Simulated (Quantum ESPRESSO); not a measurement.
# Voltage at the next charge: Y2NF2 MXene, 1 layer against an electrode

**Set-up.** Quantum ESPRESSO 7.5, LDA, GBRV ultrasoft; ESM with bc3, a metal electrode 6.92 Å above the top atoms; cell area 10.390 Å²; ions fixed. V is the potential energy of an electron at the electrode over the slab's Fermi level, divided by e, so that it equals the work function at zero charge; positive charge removes electrons.

```tsv
charge (e a cell)	V (V)
0	3.531
0.0151	5.340
0.0301	7.141
```

One more run was made and is withheld. What is V at a charge of 0.0603 e, and what capacitance do the rows imply?

By hand: The last two rows give dV/dq = (7.141 − 5.340)/(0.0301 − 0.0151) = 120.1 V/e, so C = 1602/(10.390 × 120.1) = 1.28 µF/cm², an effective gap of 8.854/1.28 = 6.89 Å. At constant C, V = 7.141 + 120.1 × 0.0302 = 10.77 V.

**Check.** V = 10.784 V; the estimate misses by −0.02 V, 0.5 % of the step. Over the three intervals C goes 1.29, 1.28 and 1.28 µF/cm².

**Limits.** Vacuum fills the gap; a dielectric or electrolyte would change C. The slab is thin.

[Logs are printed without paths, hosts, clocks, repeated set-up lines and the standing remarks that a program may print on its own settings, such as how far it seeks lower states.]
